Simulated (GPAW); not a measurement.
# 1T-PtSe2 monolayer: simulated STM images, part 2 of 2

Wanted: filled- and empty-state images of 1T-PtSe2 monolayer, with its work function.

GPAW 26.7.0; GPAW, PAW setups; layer in a repeated cell with vacuum, relaxation of atoms and in-plane cell (the session's first sound run).

So far. Step 2 (Relaxing the atoms): The relaxation lowered the energy of the cell by 0.373 eV (energies extrapolated to zero smearing; the optimiser's log prints free energies). The largest force left on a free atom is 0.0096 eV/Å.

## (3) Plane waves, PBE (continued)

Tip height over the top atom over a1 and a2. Sample bias 1.5 V, constant current at the mean current 4.0 Å over the top atom.

Values in Å, 12 rows by 16 columns, each cell a mean:
```
3.95 3.95 3.97 3.99 4.01 4.02 4.03 4.03 4.03 4.03 4.02 4.00 3.98 3.96 3.95 3.95
3.95 3.97 3.99 4.01 4.03 4.04 4.05 4.05 4.05 4.04 4.02 4.00 3.98 3.96 3.95 3.95
3.98 4.00 4.02 4.04 4.05 4.06 4.07 4.06 4.05 4.04 4.02 4.00 3.98 3.97 3.96 3.97
4.00 4.02 4.04 4.05 4.07 4.07 4.07 4.06 4.05 4.03 4.02 4.00 3.98 3.97 3.97 3.98
4.01 4.03 4.05 4.06 4.07 4.07 4.07 4.05 4.03 4.02 4.00 3.98 3.97 3.97 3.98 3.99
4.01 4.03 4.05 4.06 4.06 4.06 4.05 4.03 4.02 4.00 3.99 3.97 3.97 3.97 3.98 4.00
4.01 4.03 4.03 4.04 4.04 4.03 4.02 4.01 4.00 3.99 3.97 3.96 3.96 3.98 3.99 4.00
4.01 4.01 4.02 4.02 4.02 4.01 4.00 3.99 3.98 3.97 3.96 3.95 3.96 3.97 3.98 3.99
3.98 3.98 3.99 3.99 3.98 3.98 3.97 3.97 3.97 3.96 3.96 3.96 3.97 3.97 3.97 3.98
3.96 3.96 3.96 3.96 3.97 3.97 3.97 3.97 3.97 3.98 3.98 3.97 3.97 3.97 3.97 3.97
3.95 3.95 3.95 3.95 3.97 3.97 3.98 3.99 3.99 4.00 3.99 3.98 3.98 3.97 3.96 3.95
3.95 3.95 3.95 3.96 3.98 3.99 4.00 4.01 4.01 4.01 4.00 3.99 3.98 3.96 3.95 3.95
```
Columns: a1 from 0 to 0.944; rows upwards: a2 from 0 to 0.944.

Local density of states summed over the bias window over a1 and a2. Sample bias 1.5 V, constant height 4.0 Å over the top atom.

Values in units of 1e-5 arbitrary, 12 rows by 16 columns, each cell a mean:
```
1.3 1.4 1.4 1.5 1.5 1.6 1.6 1.6 1.6 1.6 1.6 1.5 1.4 1.4 1.3 1.3
1.4 1.4 1.5 1.5 1.6 1.7 1.7 1.7 1.7 1.6 1.6 1.5 1.4 1.4 1.3 1.3
1.4 1.5 1.6 1.6 1.7 1.8 1.8 1.8 1.7 1.7 1.6 1.5 1.4 1.4 1.4 1.4
1.5 1.6 1.6 1.7 1.8 1.8 1.8 1.8 1.7 1.6 1.5 1.5 1.4 1.4 1.4 1.4
1.5 1.6 1.7 1.7 1.8 1.8 1.8 1.7 1.6 1.6 1.5 1.4 1.4 1.4 1.4 1.5
1.5 1.6 1.7 1.7 1.7 1.7 1.7 1.6 1.5 1.5 1.4 1.4 1.4 1.4 1.4 1.5
1.5 1.6 1.6 1.6 1.6 1.6 1.6 1.5 1.5 1.4 1.4 1.4 1.4 1.4 1.5 1.5
1.5 1.5 1.6 1.6 1.5 1.5 1.5 1.5 1.4 1.4 1.4 1.3 1.4 1.4 1.4 1.5
1.4 1.4 1.4 1.4 1.4 1.4 1.4 1.4 1.4 1.4 1.4 1.4 1.4 1.4 1.4 1.4
1.4 1.4 1.4 1.4 1.4 1.4 1.4 1.4 1.4 1.4 1.4 1.4 1.4 1.4 1.4 1.4
1.3 1.3 1.3 1.4 1.4 1.4 1.4 1.4 1.5 1.5 1.5 1.4 1.4 1.4 1.4 1.3
1.3 1.3 1.3 1.4 1.4 1.5 1.5 1.5 1.5 1.5 1.5 1.5 1.4 1.4 1.3 1.3
```
Columns: a1 from 0 to 0.944; rows upwards: a2 from 0 to 0.944.

The layer is gapped, so the Fermi level lies somewhere inside the gap, set by smearing and numerics, and these work functions are no property of the material; the band edges below the vacuum level are. The potential is flat to 1.7e-4 eV/Å where it is read, so the vacuum is wide enough.

## (4) A changed run

One more run, with changed settings.

run.py

```python
import json
import numpy as np
from ase import Atoms
from gpaw import GPAW

slab = Atoms(
    ['Se', 'Pt', 'Se'],
    positions=[
        [1.87323, 1.08151, 7.00000],
        [-0.00000, -0.00000, 8.31148],
        [-0.00000, 2.16302, 9.62297]],
    cell=[[3.74646, 0.0, 0.0], [-1.87323, 3.24453, 0.0], [0.0, 0.0, 16.623]],
    pbc=[True, True, False])

slab.calc = GPAW(mode='fd', h=0.4, xc='PBE', kpts={'size': (9, 9, 1), 'gamma': True},
                 occupations={'name': 'fermi-dirac', 'width': 0.05}, nbands='160%',
                 convergence={'density': 1e-05}, maxiter=100,
                 poissonsolver={'dipolelayer': 'xy'},
                 symmetry={'tolerance': 1e-3}, txt='slab.txt')
result = {}
energy = slab.get_potential_energy()
fermi = slab.calc.get_fermi_level()
v = slab.calc.get_electrostatic_potential().mean((0, 1)) - fermi
n = slab.calc.get_pseudo_density().mean((0, 1))
L = slab.cell[2, 2]
z = np.arange(len(v)) * L / len(v)
low, high = slab.positions[:, 2].min(), slab.positions[:, 2].max()
below, above = np.interp([low - 4.8, high + 4.8], z, v)
slopes = [np.interp(x, z, np.gradient(v, z)) for x in (low - 4.8, high + 4.8)]
eps = np.array([[slab.calc.get_eigenvalues(k, s) for k in range(len(slab.calc.get_ibz_k_points()))]
                for s in range(slab.calc.get_number_of_spins())]) - fermi
top, bottom = eps[eps < 0].max(), eps[eps > 0].min()
dipole = slab.get_dipole_moment()[2]
print(f'energy {energy:.4f} eV, Fermi level {fermi:.4f} eV, dipole {dipole:.5f} e A')
print(f'potential 4.8 A off the faces, from the Fermi level: lower {below:.4f} eV, upper {above:.4f} eV')
print(f'slope of the potential there: lower {slopes[0]:.5f}, upper {slopes[1]:.5f} eV/A')
print(f'nearest levels on the mesh: {top:.4f} and {bottom:.4f} eV')
print('magnetic moment', round(slab.get_magnetic_moment(), 3))
result.update(energy=energy, fermi=fermi, dipole=dipole, below=below, above=above, slopes=slopes, edges=[top, bottom],
              z=z.tolist(), v=v.tolist(), n=n.tolist(), positions=slab.positions.tolist(),
              forces=slab.get_forces(apply_constraint=False).tolist(), moments=slab.get_magnetic_moments().tolist())
json.dump(result, open('result.json', 'w'))
```

Run with:

```
$ OMP_NUM_THREADS=1 OPENBLAS_NUM_THREADS=1 python run.py
```

It took 8.2 s on 1 thread of Arm Neoverse V2, shared host; peak memory 0.13 GiB.

The run finished. A setting was moved off its sound value on purpose, so it serves as a test and not as the result.

The fault put into the input: a grid far too coarse (mode = "fd" and h = 0.4).

Side by side:

```csv
quantity,this run,sound run,difference
upper work function (eV),4.9564,5.0366,-0.0802
lower work function (eV),4.9511,5.0313,-0.0802
upper ionisation energy (eV),5.5311,5.7282,-0.197
```

The two runs differ clearly in the upper ionisation energy: 5.53 eV against 5.73 eV.

## (5) Outcome

| Quantity | Value |
| --- | --- |
| work function, upper and lower face (Fermi level placed in the gap by the smearing) | 5.037 and 5.031 eV |
| ionisation energy from the upper face (highest filled level on the mesh) | 5.73 eV |
| electron affinity from the upper face (lowest empty Kohn-Sham level on the mesh) | 4.37 eV |
| dipole along the normal | -2.4e-4 e Å, near the numerical noise |
| corrugation at -2 V | 0.248 Å |
| corrugation at -1 V | 0.212 Å |
| corrugation at 1.5 V | 0.127 Å |

The corrugation at constant current is largest at -2 V, where the tip height varies by 0.25 Å over the cell. Negative sample bias images filled states, positive bias empty ones. The levels nearest the Fermi level on the mesh lie 1.35 eV apart, so the slab is gapped there: the smearing puts the Fermi level inside the gap, and from either face the ionisation energy is the work function plus 0.69 eV. Both are Kohn-Sham levels on the mesh, and semilocal gaps are too small, so the affinity tends to come out too large and the ionisation energy too small. The images are of Tersoff-Hamann type: an s-wave tip, no tip-sample forces, heights closer than in a microscope. With elements this heavy, spin-orbit coupling can move band edges by tenths of an eV. Biases count from a Fermi level whose place in the gap is arbitrary, so only their reach past the band edges has a meaning. The small printed dipole stands for a step of 3.5 meV from the lower to the upper face, and the probes find 5.3 meV; values this small are near the numerical noise of both. The layer's cell and atoms come from the relaxation; spin-orbit coupling and temperature are left out.

[Logs are printed without paths, hosts, clocks, repeated set-up lines and the standing remarks that a program may print on its own settings, such as how far it seeks lower states.]

[Hosts, paths, dates, database ids (printed as entryN), source tags and the programs' standing remarks are cut or masked in the printed files.]
